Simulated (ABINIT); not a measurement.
# Li3Ta (Pm-3m): zone-centre phonons, part 2 of 3

Which modes does Li3Ta (Pm-3m) have at the zone centre?

ABINIT 10.8.3; DFT PBE, scalar-relativistic, plane waves, PseudoDojo norm-conserving pseudopotentials.

So far. Step 5 (Relaxing the cell and atoms): The volume changes by +2.8 % in this run and stands -13.0 % from the first cell. Step 6 (Self-consistent run for the response): The cell stands at -0.29 GPa: the relaxation ran with a smoothed and higher cutoff, and the difference is a stress of the finite basis. The relaxed cell has a = 4.074 Å (conventional setting).

The structure was built from a prototype and need not be the compound's stable phase.

**7. Zone-centre response**

At q = 0 one unit cell holds all displacements. The response is solved for single atoms along the cell's directions, and symmetry skips those that follow from others. The crystal is treated as a metal, which screens a static field, so no field response is asked.

dfpt_gamma.abi

```

# common to the responses
getwfk_filepath "gso_WFK"
kptopt 2
nqpt 1
qpt 0.0 0.0 0.0
asr 0
chneut 0

# displacements
rfphon 1
rfatpol 1 4
rfdir 1 1 1
tolvrs 1.0d-10
prtwf 0

# basis, mesh and filling
ecut 33.0
ngkpt 6 6 6
nshiftk 1
shiftk 0.0 0.0 0.0
istwfk *1
occopt 3
tsmear 0.01
nband 18
nstep 100
diemac 1000000.0
prtebands 0
prtgsr 0
useylm 1

# cell and atoms
acell 3*1.0 Angstrom
rprim 
    4.074335945 0.0 0.0
    0.0 4.074335945 0.0
    0.0 0.0 4.074335945
ntypat 2
znucl 73 3
natom 4
typat 1 2 2 2
xred 
    0.0 0.0 0.0
    0.0 0.5 0.5
    0.5 0.0 0.5
    0.5 0.5 0.0
pp_dirpath "./pseudo"
pseudos "Ta.upf, Li.upf"
```

Command:

```
$ OMP_NUM_THREADS=1 mpirun -n 4 abinit dfpt_gamma.abi > dfpt_gamma.log
```

Numbers of over 12 decimals in the logs are rounded to 6 here.

dfpt_gamma.abo, the main output file:

```text
[banners, grids, parts of the stress and lines that vanish by symmetry left out]
- input  file    -> dfpt_gamma.abi
- output file    -> dfpt_gamma.abo
- root for input  files -> dfpt_gammai
- root for output files -> dfpt_gammao

 Symmetries : space group Pm -3 m (#221); Bravais cP (primitive cubic)
================================================================================
 Values of the parameters that define the memory need of the present run (RF).
     intxc =       0      iscf =       7    lmnmax =      32     lnmax =       8
     mgfft =      40  mpssoang =       4    mqgrid =    3001     natom =       4
  nloc_mem =       1    nspden =       1   nspinor =       1    nsppol =       1
      nsym =      48    n1xccc =    2501    ntypat =       2    occopt =       3
   xclevel =       2
-    mband =          18        mffmem =           1         mkmem =          28
-   mkqmem =          28        mk1mem =          28           mpw =        4224
      nfft =       64000          nkpt =         112
- my_mband =          18
================================================================================
================================================================================

--------------------------------------------------------------------------------
------------- Echo of variables that govern the present computation ------------
--------------------------------------------------------------------------------
-
- outvars: echo of selected default values
-   iomode0 =  0 , fftalg0 =312 , wfoptalg0 =  0
-
- outvars: echo of global parameters not present in the input file
-  max_nthreads =    1
-
 -outvars: echo values of preprocessed input variables
 [... echo left out ...]
================================================================================

 chkinp: Checking input parameters for consistency.

[...]
== DATASET  1 ==================================================================
-   mpi_nproc: 4, omp_nthreads: 1 (-1 if OMP is not activated)

--- !DatasetInfo
iteration_state: {dtset: 1, }
dimensions: {natom: 4, nkpt: 112, mband: 18, nsppol: 1, nspinor: 1, nspden: 1, mpw: 4224, }
cutoff_energies: {ecut:  33.0, pawecutdg:  -1.0, }
electrons: {nelect:   2.20000000E+01, charge:   0.00000000E+00, occopt:   3.00000000E+00, tsmear:   1.00000000E-02, }
meta: {optdriver: 1, rfphon: 1, }
...

 mkfilename: getwfk from: gso_WFK

 Real(R)+Recip(G) space primitive vectors, cartesian coordinates (Bohr,Bohr^-1):
 R(1)=  7.6993791  0.0000000  0.0000000  G(1)=  0.1298806  0.0000000  0.0000000
 R(2)=  0.0000000  7.6993791  0.0000000  G(2)=  0.0000000  0.1298806  0.0000000
 R(3)=  0.0000000  0.0000000  7.6993791  G(3)=  0.0000000  0.0000000  0.1298806
 Unit cell volume ucvol=  4.5642257E+02 bohr^3
 Angles (23,13,12)=  9.00000000E+01  9.00000000E+01  9.00000000E+01 degrees
 setup1 : take into account q-point for computing boxcut.

 getcut: wavevector=  0.0000  0.0000  0.0000  ngfft=  40  40  40
         ecut(hartree)=     33.000   => boxcut(ratio)=   2.00901

--- Pseudopotential description ------------------------------------------------
- pspini: atom type   1  psp file is ./pseudo/Ta.upf

- pspini: atom type   2  psp file is ./pseudo/Li.upf

   6.58172872E+02                                ecore*ucvol(ha*bohr**3)
--------------------------------------------------------------------------------

 ==>  initialize data related to q vector <==

 The list of irreducible perturbations for this q vector is:
    1)    idir= 1    ipert=   1
    2)    idir= 1    ipert=   2
    3)    idir= 2    ipert=   2

[...]
The perturbation idir=   2  ipert=   1 is
 symmetric of a previously calculated perturbation.
 So, its SCF calculation is not needed.

 The perturbation idir=   3  ipert=   1 is
 symmetric of a previously calculated perturbation.
 So, its SCF calculation is not needed.

 The perturbation idir=   3  ipert=   2 is
 symmetric of a previously calculated perturbation.
 So, its SCF calculation is not needed.

 The perturbation idir=   1  ipert=   3 is
 symmetric of a previously calculated perturbation.
 So, its SCF calculation is not needed.

[...]
The perturbation idir=   2  ipert=   4 is
 symmetric of a previously calculated perturbation.
 So, its SCF calculation is not needed.

 The perturbation idir=   3  ipert=   4 is
 symmetric of a previously calculated perturbation.
 So, its SCF calculation is not needed.

--------------------------------------------------------------------------------
 Perturbation wavevector (in red.coord.)   0.000000  0.000000  0.000000
 Perturbation : displacement of atom   1   along direction   1
 Found     8 symmetries that leave the perturbation invariant.

[...]
dfpt_looppert : total number of electrons, from k and k+q
  fully or partially occupied states are    2.200000E+01 and    2.200000E+01.
 Initialisation of the first-order wave-functions :
  ireadwf=   0

--- !BeginCycle
iteration_state: {dtset: 1, }
solver: {iscf: 7, nstep: 100, nline: 4, wfoptalg: 0, }
tolerances: {tolvrs: 1.00E-10, }
...

     iter   2DEtotal(Ha)        deltaE(Ha) residm    vres2
-ETOT  1   3.762460     -2.670E+03 5.586E+00 7.652E+02
 ETOT  2   3.105096     -6.574E-01 5.601E-03 1.429E+01
 ETOT  3   3.101201     -3.895E-03 1.915E-05 9.620E-01
 ETOT  4   3.100949     -2.520E-04 6.029E-07 3.421E-02
 ETOT  5   3.100940     -9.215E-06 3.262E-08 1.147E-03
[...]
At SCF step   10       vres2   =  8.22E-12 < tolvrs=  1.00E-10 =>converged.
[...]
Mean square residual over all n,k,spin=   16.581E-17; max=  19.629E-16

 Thirteen components of 2nd-order total energy (hartree) are
 1,2,3: 0th-order hamiltonian combined with 1st-order wavefunctions
     kin0=   1.62096010E+03 eigvalue=   3.25460312E+02  local=  -1.21214443E+03
 4,5,6: 1st-order hamiltonian combined with 1st and 0th-order wfs
 loc psp =  -3.80995789E+03  Hartree=   9.31222682E+02     xc=  -1.72062848E+02
 note that "loc psp" includes a xc core correction that could be resolved
 7,8,9: eventually, occupation + non-local contributions
    edocc=   3.90173989E+02     enl0=   7.86905797E+02   enl1=  -1.53107331E+03
 1-9 gives the relaxation energy (to be shifted if some occ is /=2.0)
   erelax=  -2.67051560E+03
 10,11,12 Non-relaxation  contributions : frozen-wavefunctions and Ewald
 fr.local=   1.77738674E+03 fr.nonlo=   7.67384209E+02  Ewald=   6.36529841E+01
 13,14 Frozen wf xc core corrections (1) and (2)
 frxc 1  =  -2.63550072E+02  frxc 2 =   3.28742678E+02
 Resulting in :
 2DEtotal=    0.3100939372E+01 Ha. Also 2DEtotal=    0.843808589867E+02 eV
    (2DErelax=   -2.6705156002E+03 Ha. 2DEnonrelax=    2.6736165396E+03 Ha)
    (  non-var. 2DEtotal :    3.1009401856E+00 Ha)

[...]
Perturbation wavevector (in red.coord.)   0.000000  0.000000  0.000000
 Perturbation : displacement of atom   2   along direction   1
 Found     8 symmetries that leave the perturbation invariant.

[...]
dfpt_looppert : total number of electrons, from k and k+q
  fully or partially occupied states are    2.200000E+01 and    2.200000E+01.
 Initialisation of the first-order wave-functions :
  ireadwf=   0

--- !BeginCycle
iteration_state: {dtset: 1, }
solver: {iscf: 7, nstep: 100, nline: 4, wfoptalg: 0, }
tolerances: {tolvrs: 1.00E-10, }
...

     iter   2DEtotal(Ha)        deltaE(Ha) residm    vres2
-ETOT  1   1.836870     -2.081E+03 2.439E+01 1.833E+03
[...]
At SCF step   10       vres2   =  1.16E-11 < tolvrs=  1.00E-10 =>converged.
[...]
Mean square residual over all n,k,spin=   29.532E-17; max=  46.978E-16

 Thirteen components of 2nd-order total energy (hartree) are
 1,2,3: 0th-order hamiltonian combined with 1st-order wavefunctions
     kin0=   2.07932984E+03 eigvalue=   5.57281270E+02  local=  -5.53595567E+02
 4,5,6: 1st-order hamiltonian combined with 1st and 0th-order wfs
 loc psp =  -1.20224764E+03  Hartree=   4.32605222E+02     xc=  -2.10630669E+02
 note that "loc psp" includes a xc core correction that could be resolved
 7,8,9: eventually, occupation + non-local contributions
    edocc=   3.08137797E+01     enl0=  -2.53870946E+02   enl1=  -2.96161821E+03
 1-9 gives the relaxation energy (to be shifted if some occ is /=2.0)
   erelax=  -2.08193292E+03
 10,11,12 Non-relaxation  contributions : frozen-wavefunctions and Ewald
 fr.local=   6.05599971E+02 fr.nonlo=   1.47998396E+03  Ewald=  -2.76267713E+00
 13,14 Frozen wf xc core corrections (1) and (2)
 frxc 1  =   0.00000000E+00  frxc 2 =   0.00000000E+00
 Resulting in :
 2DEtotal=    0.8883286768E+00 Ha. Also 2DEtotal=    0.241726547390E+02 eV
    (2DErelax=   -2.0819329241E+03 Ha. 2DEnonrelax=    2.0828212528E+03 Ha)
    (  non-var. 2DEtotal :    8.8832793374E-01 Ha)

[...]
Perturbation wavevector (in red.coord.)   0.000000  0.000000  0.000000
 Perturbation : displacement of atom   2   along direction   2
 Found     4 symmetries that leave the perturbation invariant.

--------------------------------------------------------------------------------

--------------------------------------------------------------------------------

 dfpt_looppert : total number of electrons, from k and k+q
  fully or partially occupied states are    2.200000E+01 and    2.200000E+01.
 Initialisation of the first-order wave-functions :
  ireadwf=   0

--- !BeginCycle
iteration_state: {dtset: 1, }
solver: {iscf: 7, nstep: 100, nline: 4, wfoptalg: 0, }
tolerances: {tolvrs: 1.00E-10, }
...

     iter   2DEtotal(Ha)        deltaE(Ha) residm    vres2
-ETOT  1   3.226772     -2.077E+03 2.393E+01 2.155E+03
[...]
ETOT  9   2.210560     -2.965E-10 9.748E-13 8.012E-09
 ETOT 10   2.210560     -1.273E-11 1.212E-14 2.556E-11

 At SCF step   10       vres2   =  2.56E-11 < tolvrs=  1.00E-10 =>converged.
[...]
Mean square residual over all n,k,spin=   71.226E-17; max=  12.116E-15

 Thirteen components of 2nd-order total energy (hartree) are
 1,2,3: 0th-order hamiltonian combined with 1st-order wavefunctions
     kin0=   2.08908118E+03 eigvalue=   5.62525738E+02  local=  -5.61025024E+02
 4,5,6: 1st-order hamiltonian combined with 1st and 0th-order wfs
 loc psp =  -1.20081074E+03  Hartree=   4.31629227E+02     xc=  -2.09079633E+02
 note that "loc psp" includes a xc core correction that could be resolved
 7,8,9: eventually, occupation + non-local contributions
    edocc=   1.97029895E+01     enl0=  -2.54750204E+02   enl1=  -2.95535780E+03
 1-9 gives the relaxation energy (to be shifted if some occ is /=2.0)
   erelax=  -2.07808427E+03
 10,11,12 Non-relaxation  contributions : frozen-wavefunctions and Ewald
 fr.local=   5.53169647E+02 fr.nonlo=   1.47922820E+03  Ewald=   4.78969808E+01
 13,14 Frozen wf xc core corrections (1) and (2)
 frxc 1  =   0.00000000E+00  frxc 2 =   0.00000000E+00
 Resulting in :
 2DEtotal=    0.2210560237E+01 Ha. Also 2DEtotal=    0.601524084367E+02 eV
    (2DErelax=   -2.0780842688E+03 Ha. 2DEnonrelax=    2.0802948290E+03 Ha)
    (  non-var. 2DEtotal :    2.2105593468E+00 Ha)

[...]
---- first-order wavefunction calculations are completed ----

 ==> Compute Derivative Database <==

 [... matrices left out ...]
  Phonon wavevector (reduced coordinates) :  0.00000  0.00000  0.00000
 Phonon energies in Hartree :
   1.040534E-05  1.040534E-05  1.040534E-05  8.896628E-04  8.896628E-04
   8.896628E-04  1.739448E-03  1.739448E-03  1.739448E-03  1.849334E-03
   1.849334E-03  1.849334E-03
 Phonon frequencies in cm-1    :
-  2.283708E+00  2.283708E+00  2.283709E+00  1.952584E+02  1.952584E+02
-  1.952584E+02  3.817648E+02  3.817648E+02  3.817648E+02  4.058818E+02
-  4.058818E+02  4.058818E+02

== END DATASET(S) ==============================================================
================================================================================

 -outvars: echo values of variables after computation
            acell      1.8897261259E+00  1.8897261259E+00  1.8897261259E+00 Bohr
           etotal      2.2105602373E+00
            fcart      0.0000000000E+00  0.0000000000E+00  0.0000000000E+00
           strten      0.0000000000E+00  0.0000000000E+00  0.0000000000E+00
================================================================================
```

The job ended after 71 s (4 MPI ranks of Arm Neoverse V2, shared host; 4.7 min of CPU time).

Read from the output:

```yaml
largest_acoustic_frequency_at_the_zone_centre_before_the_sum_rule: 2.28 cm⁻¹
highest_optical_zone_centre_mode_no_lo_to_term: 405.9 cm⁻¹
lowest_optical_zone_centre_mode: 195.3 cm⁻¹
```

The acoustic modes at Γ come out as far as 2.3 cm⁻¹ from zero, where they should vanish, a small numerical error.

[end of part 2 of 3]

[Host names and launcher messages were left out of these logs when they were recorded.]

[Logs are printed without paths, hosts, clocks, repeated set-up lines and the standing remarks that a program may print on its own settings, such as how far it seeks lower states.]

[Hosts, paths, dates, database ids (printed as entryN), source tags and the programs' standing remarks are cut or masked in the printed files.]
